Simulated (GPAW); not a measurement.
# A Fe chain with a Pt atom on top of one atom: transmission at several levels

How well does a Fe chain with a Pt atom on top of one atom conduct at low bias, and how far do basis and functional move the answer?

Main program and level: GPAW 26.7.0; GPAW LCAO, PAW setups; Landauer transmission from Green's functions with principal layers (ASE), zero bias.

Most raw output is cut from this account.

## Step 1: The starting structure

The cell holds 12 atoms: 11 Fe and 1 Pt. Its edges and angles: a = 9.000 Å, b = 9.000 Å, c = 24.860 Å, α = 90.0°, β = 90.0°, γ = 90.0°. Regions: left lead, 5 atoms (5 Fe); channel, 2 atoms (1 Fe and 1 Pt); right lead, 5 atoms (5 Fe). Vacuum lies along a and b. The structure is stacked along c, and the current runs across the ab planes.

Structure file:

```cif
data_structure
_symmetry_space_group_name_H-M 'P 1'
_symmetry_Int_Tables_number 1
_cell_length_a 9.0000
_cell_length_b 9.0000
_cell_length_c 24.8600
_cell_angle_alpha 90.000
_cell_angle_beta 90.000
_cell_angle_gamma 90.000
_cell_volume 2013.66
loop_
_atom_site_label
_atom_site_type_symbol
_atom_site_fract_x
_atom_site_fract_y
_atom_site_fract_z
_atom_site_occupancy
Fe1 Fe 0.50000 0.50000 0.04545 1
Fe2 Fe 0.50000 0.50000 0.13636 1
Fe3 Fe 0.50000 0.50000 0.22727 1
Fe4 Fe 0.50000 0.50000 0.31818 1
Fe5 Fe 0.50000 0.50000 0.40909 1
Fe6 Fe 0.50000 0.50000 0.50000 1
Pt7 Pt 0.74328 0.50000 0.50000 1
Fe8 Fe 0.50000 0.50000 0.59091 1
Fe9 Fe 0.50000 0.50000 0.68182 1
Fe10 Fe 0.50000 0.50000 0.77273 1
Fe11 Fe 0.50000 0.50000 0.86364 1
Fe12 Fe 0.50000 0.50000 0.95455 1
```

## Step 2: GPAW, dzp

Localised orbitals split the wire into layers that couple to their neighbours alone, which is what the Green's function method needs; double zeta with polarisation is the usual level for numbers.

Contents of run.py:

```python
import json
import numpy as np
from ase import Atoms
from ase.transport.calculators import TransportCalculator
from gpaw import GPAW, FermiDirac
from gpaw.lcao.tools import get_lcao_hamiltonian
from scipy.linalg import eigh

# The junction with lead layers at both ends, along the third cell vector
device = Atoms(
    ['Fe', 'Fe', 'Fe', 'Fe', 'Fe', 'Fe', 'Pt', 'Fe', 'Fe', 'Fe', 'Fe', 'Fe'],
    positions=[
        [4.50000, 4.50000, 1.13000],
        [4.50000, 4.50000, 3.39000],
        [4.50000, 4.50000, 5.65000],
        [4.50000, 4.50000, 7.91000],
        [4.50000, 4.50000, 10.17000],
        [4.50000, 4.50000, 12.43000],
        [6.68950, 4.50000, 12.43000],
        [4.50000, 4.50000, 14.69000],
        [4.50000, 4.50000, 16.95000],
        [4.50000, 4.50000, 19.21000],
        [4.50000, 4.50000, 21.47000],
        [4.50000, 4.50000, 23.73000]],
    cell=[[9.0, 0.0, 0.0], [0.0, 9.0, 0.0], [0.0, 0.0, 24.86]],
    pbc=True,
    magmoms=[3.0, 3.0, 3.0, 3.0, 3.0, 3.0, 0.0, 3.0, 3.0, 3.0, 3.0, 3.0])

# One principal layer of the lead: the first 3 atoms of the device
lead = Atoms(
    ['Fe', 'Fe', 'Fe'],
    positions=[
        [4.50000, 4.50000, 1.13000],
        [4.50000, 4.50000, 3.39000],
        [4.50000, 4.50000, 5.65000]],
    cell=[[9.0, 0.0, 0.0], [0.0, 9.0, 0.0], [0.0, 0.0, 6.78]],
    pbc=True,
    magmoms=[3.0, 3.0, 3.0])

settings = dict(mode='lcao', basis='dzp', xc='PBE', h=0.18,
                occupations=FermiDirac(0.1), maxiter=250,
                mixer=dict(beta=0.05, nmaxold=8, weight=100.0),
                convergence=dict(density=0.0001))
energies = np.arange(-2, 2 + 1e-9, 0.05)
eta = 0.0001
n1, n2 = 1, 1
# k and -k transmit alike, so half of the mesh across the current serves
mesh = [(i, j) for i in range(n1) for j in range(n2) if (i, j) <= (-i % n1, -j % n2)]
weights = np.array([1 if (i, j) == (-i % n1, -j % n2) else 2 for i, j in mesh]) / (n1 * n2)

# [... helper functions left out ...]
fermi_lead = ground_state(lead, (1, 1, 17), 'lead.txt')
fermi_device = ground_state(device, (1, 1, 3), 'device.txt')
# [... loop over the mesh left out, but for ...]
        # Shift the lead onto the potential of the device's first layer
        shift = ((H[:, 0, 0] - H0[:, 0, 0]) / S0[0, 0]).real.mean()
# [...]
kT = 8.617333e-5 * 77
bias = [0.1, 0.2, 0.5, 1.0, 1.5, 2.0]
# [... integrals and printing left out ...]
```

On the command line:

```
> OMP_NUM_THREADS=1 OPENBLAS_NUM_THREADS=1 python run.py
```

Run time: 5.4 min. Hardware: 1 thread of Arm Neoverse V2, shared host; peak memory 1.6 GiB.

This step gave:

| Item | Value |
| --- | --- |
| conductance | 1.208 G₀ |
| largest coupling past the next principal layer | 5.77e-5 eV |
| largest misfit of the first principal layer | 0.1174 eV |
| shift that aligns the lead | 0.02267 eV |
| basis functions of the junction | 192 |
| basis functions of a principal layer | 45 |
| transmission at the Fermi level, spin up | 0.02745 |
| transmission at the Fermi level, spin down | 2.374 |

Each spin. Table of transmission, zone mean by energy, zero at the Fermi level:

| energy (eV) | T, spin up | T, spin down |
| --- | --- | --- |
| -2.000 | 2.85 | 0.943 |
| -1.800 | 2.46 | 0.943 |
| -1.600 | 2.31 | 0.936 |
| -1.400 | 2.26 | 0.881 |
| -1.200 | 2.03 | 1.24 |
| -1.000 | 0.0187 | 1.91 |
| -0.800 | 0.428 | 1.74 |
| -0.600 | 0.607 | 1.32 |
| -0.500 | 0.638 | 1.79 |
| -0.400 | 0.634 | 1.98 |
| -0.200 | 0.516 | 2.06 |
| 0.000 | 0.0275 | 2.37 |
| 0.200 | 0.759 | 3.17 |
| 0.400 | 0.974 | 3.77 |
| 0.550 | 0.994 | 4.12 |
| 0.600 | 0.996 | 3.45 |
| 0.800 | 0.999 | 3.55 |
| 1.000 | 0.999 | 2.31 |
| 1.050 | 0.999 | 3.16 |
| 1.200 | 0.999 | 2.91 |
| 1.400 | 0.999 | 2.77 |
| 1.600 | 0.999 | 2.82 |
| 1.800 | 0.999 | 2.76 |
| 2.000 | 0.997 | 0.995 |

Not self-consistent under bias; the bias window is split evenly. The current through one cell, from the zero-bias transmission by bias:

| bias (V) | current through one cell, from the zero-bias transmission (μA) |
| --- | --- |
| 0.100 | 9.48 |
| 0.200 | 19.7 |
| 0.500 | 55.8 |
| 1.000 | 125 |
| 1.500 | 188 |
| 2.000 | 253 |

The transmission of the three most open eigenchannels by energy, zero at the Fermi level:

| energy (eV) | channel 1 up | channel 2 up | channel 3 up | channel 1 down | channel 2 down | channel 3 down |
| --- | --- | --- | --- | --- | --- | --- |
| -2.000 | 0.992 | 0.944 | 0.530 | 0.943 | 0 | 0 |
| -1.800 | 0.991 | 0.950 | 0.427 | 0.943 | 0 | 0 |
| -1.600 | 0.996 | 0.954 | 0.341 | 0.936 | 0 | 0 |
| -1.400 | 0.995 | 0.952 | 0.280 | 0.881 | 2.5e-11 | 0 |
| -1.200 | 0.995 | 0.993 | 0.0301 | 0.627 | 0.607 | 0.00398 |
| -1.000 | 0.0187 | 6.4e-9 | 1.8e-10 | 0.996 | 0.633 | 0.278 |
| -0.800 | 0.428 | 2.5e-11 | 0 | 0.995 | 0.445 | 0.220 |
| -0.600 | 0.607 | 0 | 0 | 0.997 | 0.204 | 0.113 |
| -0.400 | 0.634 | 0 | 0 | 0.995 | 0.833 | 0.143 |
| -0.200 | 0.516 | 0 | 0 | 0.994 | 0.933 | 0.105 |
| 0.000 | 0.0275 | 0 | 0 | 0.996 | 0.955 | 0.420 |
| 0.200 | 0.759 | 0 | 0 | 0.998 | 0.972 | 0.766 |
| 0.400 | 0.974 | 0 | 0 | 0.998 | 0.957 | 0.836 |
| 0.600 | 0.996 | 0 | 0 | 0.997 | 0.988 | 0.830 |
| 0.800 | 0.999 | 0 | 0 | 0.997 | 0.985 | 0.894 |
| 1.000 | 0.999 | 0 | 0 | 0.934 | 0.919 | 0.440 |
| 1.200 | 0.999 | 0 | 0 | 0.988 | 0.957 | 0.889 |
| 1.400 | 0.999 | 0 | 0 | 0.990 | 0.967 | 0.797 |
| 1.600 | 0.999 | 0 | 0 | 0.993 | 0.951 | 0.872 |
| 1.800 | 0.999 | 0 | 0 | 0.984 | 0.937 | 0.844 |
| 2.000 | 0.997 | 0 | 0 | 0.995 | 8.6e-10 | 7.6e-10 |

Site moment by atom:

| atom | site moment (μB) |
| --- | --- |
| Fe1 | 3.10 |
| Fe2 | 3.11 |
| Fe3 | 3.11 |
| Fe4 | 3.10 |
| Fe5 | 3.11 |
| Fe6 | 2.91 |
| Pt7 | 0.70 |
| Fe8 | 3.11 |
| Fe9 | 3.10 |
| Fe10 | 3.11 |
| Fe11 | 3.11 |
| Fe12 | 3.10 |

Couplings past the next layer reach 5.8e-5 eV, small enough to drop; the matrix elements of the cell's first layer differ from the bulk lead's by up to 0.12 eV. That layer keeps its own values in the calculation, and only beyond it is the lead taken as perfect. The Fermi levels of lead and junction count from different zeros of potential, one for each periodic cell; with both set to zero, the small remaining shift is what aligns them. Without spin-orbit coupling, which is large for these atoms, channel counts and T are those of the scalar-relativistic bands. By hand: G = 1.208 × 77.48 μS = 93.6 μS, a resistance of 10.7 kΩ; at 0.1 V a linear junction would pass 9.36 μA, and the integral over the bias window gives 9.48 μA.

## Step 3: GPAW, szp: basis = "szp(dzp)"

One radial function a shell plus polarisation makes the matrices smaller; the question is what that costs.

run.py: that of step 2 with these lines changed.

```diff
@@ -39,3 +39,3 @@
 
-settings = dict(mode='lcao', basis='dzp', xc='PBE', h=0.18,
+settings = dict(mode='lcao', basis='szp(dzp)', xc='PBE', h=0.18,
                 occupations=FermiDirac(0.1), maxiter=250,
```

Run time: 2.5 min. Hardware: 1 thread; peak memory 1.5 GiB.

This step gave:

```
conductance                                    : 1.440 G₀
thermopower                                    : -3.995 μV/K
largest coupling past the next principal layer : 5.85e-5 eV
largest misfit of the first principal layer    : 0.1097 eV
shift that aligns the lead                     : 0.06408 eV
basis functions of the junction                : 114
basis functions of a principal layer           : 27
transmission at the Fermi level, spin up       : 0.8188
transmission at the Fermi level, spin down     : 2.085
```

Each spin. The transmission, zone mean by energy, zero at the Fermi level:

| energy (eV) | T, spin up | T, spin down |
| --- | --- | --- |
| -2.000 | 3.01 | 0.929 |
| -1.800 | 2.60 | 0.955 |
| -1.600 | 2.49 | 0.966 |
| -1.400 | 2.18 | 0.952 |
| -1.200 | 1.96 | 0.998 |
| -1.000 | 0.128 | 1.93 |
| -0.800 | 0.579 | 2.26 |
| -0.750 | 0.651 | 2.73 |
| -0.600 | 0.765 | 1.63 |
| -0.450 | 0.794 | 1.42 |
| -0.400 | 0.789 | 1.59 |
| -0.200 | 0.569 | 2.00 |
| 0.000 | 0.819 | 2.08 |
| 0.200 | 0.995 | 2.48 |
| 0.400 | 0.999 | 4.03 |
| 0.550 | 1.000 | 4.09 |
| 0.600 | 1.000 | 4.07 |
| 0.750 | 1.000 | 3.18 |
| 0.800 | 1.000 | 3.47 |
| 1.000 | 0.999 | 3.17 |
| 1.200 | 0.998 | 2.71 |
| 1.400 | 0.995 | 2.82 |
| 1.600 | 0.988 | 2.84 |
| 1.800 | 0.974 | 2.82 |
| 2.000 | 0.941 | 2.29 |

Not self-consistent under bias; the bias window is split evenly. The current through one cell, from the zero-bias transmission by bias:

| bias (V) | current through one cell, from the zero-bias transmission (μA) |
| --- | --- |
| 0.100 | 11.0 |
| 0.200 | 21.5 |
| 0.500 | 56.1 |
| 1.000 | 125 |
| 1.500 | 197 |
| 2.000 | 264 |

The transmission of the three most open eigenchannels by energy, zero at the Fermi level:

| energy (eV) | channel 1 up | channel 2 up | channel 3 up | channel 1 down | channel 2 down | channel 3 down |
| --- | --- | --- | --- | --- | --- | --- |
| -2.0000 | 0.987 | 0.982 | 0.615 | 0.929 | 0 | 0 |
| -1.7500 | 0.991 | 0.969 | 0.490 | 0.959 | 0 | 0 |
| -1.5000 | 0.998 | 0.987 | 0.403 | 0.966 | 0 | 0 |
| -1.2500 | 0.992 | 0.991 | 0.00867 | 0.979 | 7.8e-12 | 0 |
| -1.0000 | 0.128 | 5.1e-8 | 1.6e-9 | 0.995 | 0.680 | 0.187 |
| -0.7500 | 0.651 | 0 | 0 | 0.997 | 0.989 | 0.558 |
| -0.5000 | 0.791 | 0 | 0 | 0.998 | 0.279 | 0.0111 |
| -0.2500 | 0.687 | 0 | 0 | 0.997 | 0.826 | 0.127 |
| 0.0000 | 0.819 | 0 | 0 | 0.972 | 0.920 | 0.113 |
| 0.2500 | 0.998 | 0 | 0 | 0.912 | 0.883 | 0.744 |
| 0.5000 | 1.000 | 0 | 0 | 0.949 | 0.936 | 0.823 |
| 0.7500 | 1.000 | 0 | 0 | 0.967 | 0.956 | 0.888 |
| 1.0000 | 0.999 | 0 | 0 | 0.977 | 0.914 | 0.896 |
| 1.2500 | 0.997 | 0 | 0 | 0.935 | 0.932 | 0.863 |
| 1.5000 | 0.992 | 0 | 0 | 0.961 | 0.948 | 0.940 |
| 1.7500 | 0.979 | 0 | 0 | 0.995 | 0.988 | 0.880 |
| 2.0000 | 0.941 | 0 | 0 | 0.990 | 0.769 | 0.527 |

Site moment by atom:

| atom | site moment (μB) |
| --- | --- |
| Fe1 | 3.20 |
| Fe2 | 3.21 |
| Fe3 | 3.21 |
| Fe4 | 3.21 |
| Fe5 | 3.23 |
| Fe6 | 3.05 |
| Pt7 | 0.80 |
| Fe8 | 3.23 |
| Fe9 | 3.21 |
| Fe10 | 3.21 |
| Fe11 | 3.21 |
| Fe12 | 3.20 |

The conductance, 1.44 G₀, lies 19 % above that of the dzp run.

## Step 4: Minimal basis

One function for each valence shell of the setup, as for a first survey of a large system.

run.py: that of step 3 with these lines changed.

```diff
@@ -39,3 +39,3 @@
 
-settings = dict(mode='lcao', basis='szp(dzp)', xc='PBE', h=0.18,
+settings = dict(mode='lcao', basis='sz(dzp)', xc='PBE', h=0.18,
                 occupations=FermiDirac(0.1), maxiter=250,
```

The job ended after 1.7 min (1 thread; peak memory 1.5 GiB).

Numbers from this step:

```yaml
conductance: 1.311 G₀
thermopower: -4.438 μV/K
largest_coupling_past_the_next_principal_layer: 5.86e-5 eV
largest_misfit_of_the_first_principal_layer: 0.1096 eV
shift_that_aligns_the_lead: 0.06501 eV
basis_functions_of_the_junction: 78
basis_functions_of_a_principal_layer: 18
transmission_at_the_fermi_level_spin_up: 0.2788
transmission_at_the_fermi_level_spin_down: 2.282
```

The conductance, 1.31 G₀, lies 8.5 % above that of the dzp run.

## Step 5: LDA in the dzp basis: xc = "LDA"

Back in the dzp basis, the functional changes from PBE to LDA, to set the spread between functionals beside that between bases.

run.py: that of step 4 with these lines changed.

```diff
@@ -39,3 +39,3 @@
 
-settings = dict(mode='lcao', basis='sz(dzp)', xc='PBE', h=0.18,
+settings = dict(mode='lcao', basis='dzp', xc='LDA', h=0.18,
                 occupations=FermiDirac(0.1), maxiter=250,
```

It took 1.8 min on 1 thread; peak memory 1.6 GiB.

This step gave:

| Property | Result |
| --- | --- |
| conductance | 1.425 G₀ |
| largest coupling past the next principal layer | 3.89e-5 eV |
| largest misfit of the first principal layer | 0.03447 eV |
| shift that aligns the lead | 0.01750 eV |
| basis functions of the junction | 192 |
| basis functions of a principal layer | 45 |
| transmission at the Fermi level, spin up | 0.2525 |
| transmission at the Fermi level, spin down | 2.578 |

Each spin. Transmission, zone mean against energy, zero at the Fermi level:

| energy (eV) | T, spin up | T, spin down |
| --- | --- | --- |
| -2.00 | 3.17 | 0.942 |
| -1.85 | 2.88 | 0.942 |
| -1.70 | 2.52 | 0.938 |
| -1.60 | 2.37 | 0.931 |
| -1.45 | 2.31 | 0.893 |
| -1.30 | 2.33 | 0.394 |
| -1.15 | 2.24 | 1.23 |
| -1.05 | 2.03 | 1.63 |
| -0.90 | 0.0796 | 2.52 |
| -0.75 | 0.264 | 1.62 |
| -0.60 | 0.503 | 1.29 |
| -0.50 | 0.575 | 1.72 |
| -0.35 | 0.611 | 2.06 |
| -0.20 | 0.569 | 2.15 |
| -0.05 | 0.380 | 2.36 |
| 0.00 | 0.252 | 2.58 |
| 0.05 | 0.0977 | 3.05 |
| 0.20 | 0.410 | 3.62 |
| 0.35 | 0.897 | 3.89 |
| 0.50 | 0.979 | 4.00 |
| 0.60 | 0.992 | 3.76 |
| 0.75 | 0.998 | 3.53 |
| 0.90 | 0.999 | 2.53 |
| 1.05 | 0.999 | 3.00 |
| 1.15 | 0.999 | 2.89 |
| 1.30 | 0.999 | 2.84 |
| 1.45 | 0.999 | 2.75 |
| 1.60 | 0.999 | 2.90 |
| 1.70 | 0.999 | 2.62 |
| 1.85 | 0.999 | 2.74 |
| 2.00 | 0.998 | 1.00 |

The conductance, 1.42 G₀, lies 18 % above that of the dzp run.

## Step 6: All levels side by side

Times are for 1 thread of Arm Neoverse V2, shared host. Results by setting:

| no. | run | conductance (G₀) | time | memory (GiB) |
| --- | --- | --- | --- | --- |
| 1 | dzp | 1.208 | 5.4 min | 1.6 |
| 2 | szp | 1.440 | 2.5 min | 1.5 |
| 3 | sz | 1.311 | 1.7 min | 1.5 |
| 4 | dzp LDA | 1.425 | 1.8 min | 1.6 |

## Step 7: The levels side by side

The curves are compared point by point over the common energies.

This step: comparison of transmission and cost over codes and levels (GPAW 26.7.0).

Ladder, by row:

| step | code | T at the Fermi level (sum over the listed spins) | conductance (G0) | r.m.s. T(E) from the first | wall time (s) | peak memory (GiB) | threads |
| --- | --- | --- | --- | --- | --- | --- | --- |
| dzp | GPAW | 2.402 | 1.208 | 0 | 322.2 | 1.55 | 1 |
| szp | GPAW | 2.904 | 1.44 | 0.4536 | 149.3 | 1.53 | 1 |
| sz | GPAW | 2.56 | 1.311 | 0.582 | 101.8 | 1.48 | 1 |
| dzp-LDA | GPAW | 2.83 | 1.425 | 0.4238 | 107.8 | 1.55 | 1 |

Transmission, zone mean, sum over the listed spins against energy, zero at the Fermi level:

| energy (eV) | dzp | szp | sz | dzp-LDA |
| --- | --- | --- | --- | --- |
| -2.000 | 3.79 | 3.94 | 4.15 | 4.11 |
| -1.800 | 3.41 | 3.55 | 3.74 | 3.70 |
| -1.600 | 3.25 | 3.45 | 3.55 | 3.30 |
| -1.400 | 3.14 | 3.13 | 3.12 | 3.17 |
| -1.200 | 3.27 | 2.96 | 2.76 | 3.14 |
| -1.000 | 1.93 | 2.06 | 3.21 | 2.88 |
| -0.800 | 2.17 | 2.84 | 3.55 | 1.92 |
| -0.750 | 2.02 | 3.38 | 3.74 | 1.88 |
| -0.600 | 1.92 | 2.40 | 2.65 | 1.79 |
| -0.400 | 2.62 | 2.38 | 2.49 | 2.60 |
| -0.200 | 2.57 | 2.57 | 2.93 | 2.72 |
| 0.000 | 2.40 | 2.90 | 2.56 | 2.83 |
| 0.200 | 3.93 | 3.47 | 4.47 | 4.03 |
| 0.400 | 4.75 | 5.03 | 5.19 | 4.86 |
| 0.450 | 4.67 | 4.85 | 4.98 | 4.98 |
| 0.550 | 5.11 | 5.09 | 5.35 | 4.80 |
| 0.600 | 4.44 | 5.07 | 5.01 | 4.75 |
| 0.700 | 4.51 | 4.83 | 4.13 | 4.05 |
| 0.800 | 4.55 | 4.47 | 3.92 | 4.69 |
| 0.850 | 4.70 | 4.57 | 3.94 | 4.53 |
| 0.950 | 4.42 | 4.41 | 3.48 | 4.21 |
| 1.000 | 3.31 | 4.17 | 3.73 | 4.09 |
| 1.050 | 4.16 | 3.74 | 3.77 | 4.00 |
| 1.200 | 3.91 | 3.71 | 3.80 | 3.86 |
| 1.400 | 3.77 | 3.81 | 3.79 | 3.81 |
| 1.600 | 3.81 | 3.83 | 3.92 | 3.90 |
| 1.800 | 3.76 | 3.80 | 3.78 | 3.77 |
| 2.000 | 1.99 | 3.23 | 2.36 | 2.00 |

## Step 8: Potential alignment off, broadening 1e-05, functional revPBE

Without the shift, lead and junction are matched by their Fermi levels alone. The broadening keeps the Green's functions finite; too large a value absorbs electrons where channels are open and leaks them where none are. The functional moves levels against the Fermi level.

This step: GPAW LCAO, PAW setups; Landauer transmission from Green's functions with principal layers (ASE), zero bias (GPAW 26.7.0).

run.py: that of step 5 with these lines changed.

```diff
@@ -39,3 +39,3 @@
 
-settings = dict(mode='lcao', basis='dzp', xc='LDA', h=0.18,
+settings = dict(mode='lcao', basis='dzp', xc='revPBE', h=0.18,
                 occupations=FermiDirac(0.1), maxiter=250,
@@ -44,3 +44,3 @@
 energies = np.arange(-2, 2 + 1e-9, 0.05)
-eta = 0.0001
+eta = 1e-05
 n1, n2 = 1, 1
@@ -54,4 +54,4 @@
 # [... loop over the mesh left out, but for ...]
-        # Shift the lead onto the potential of the device's first layer
-        shift = ((H[:, 0, 0] - H0[:, 0, 0]) / S0[0, 0]).real.mean()
+        # Lead and device are aligned by their Fermi levels alone
+        shift = 0.0
 # [...]
```

Wall time 5.1 min (1 thread); peak memory 1.6 GiB.

Numbers from this step:

- conductance: 1.111 G₀
- largest coupling past the next principal layer: 6.15e-5 eV
- largest misfit of the first principal layer: 0.1907 eV
- shift that aligns the lead: 0 eV
- transmission at the Fermi level, spin up: 0.001404
- transmission at the Fermi level, spin down: 2.142

Each spin. Transmission, zone mean against energy, zero at the Fermi level:

| energy (eV) | T, spin up | T, spin down |
| --- | --- | --- |
| -2.000 | 2.74 | 0.952 |
| -1.800 | 2.43 | 0.950 |
| -1.600 | 2.30 | 0.937 |
| -1.400 | 2.20 | 0.877 |
| -1.200 | 1.97 | 1.12 |
| -1.000 | 0.0862 | 1.91 |
| -0.800 | 0.481 | 1.66 |
| -0.600 | 0.618 | 1.38 |
| -0.450 | 0.632 | 1.91 |
| -0.400 | 0.623 | 1.96 |
| -0.200 | 0.471 | 2.02 |
| 0.000 | 0.00140 | 2.14 |
| 0.200 | 0.807 | 3.07 |
| 0.400 | 0.982 | 3.84 |
| 0.600 | 0.998 | 3.79 |
| 0.800 | 1.000 | 3.40 |
| 0.900 | 1.000 | 3.64 |
| 1.000 | 1.000 | 3.34 |
| 1.200 | 1.000 | 2.93 |
| 1.400 | 1.000 | 2.78 |
| 1.600 | 0.999 | 2.73 |
| 1.800 | 0.998 | 2.71 |
| 2.000 | 0.996 | 0.996 |

Not self-consistent under bias; the bias window is split evenly. Table of current through one cell, from the zero-bias transmission by bias:

| bias (V) | current through one cell, from the zero-bias transmission (μA) |
| --- | --- |
| 0.100 | 9.22 |
| 0.200 | 19.5 |
| 0.500 | 54.7 |
| 1.000 | 122 |
| 1.500 | 184 |
| 2.000 | 250 |

[end of part 1 of 2]

[Logs are printed without paths, hosts, clocks, repeated set-up lines and the standing remarks that a program may print on its own settings, such as how far it seeks lower states.]

[Hosts, paths, dates, database ids (printed as entryN), source tags and the programs' standing remarks are cut or masked in the printed files.]
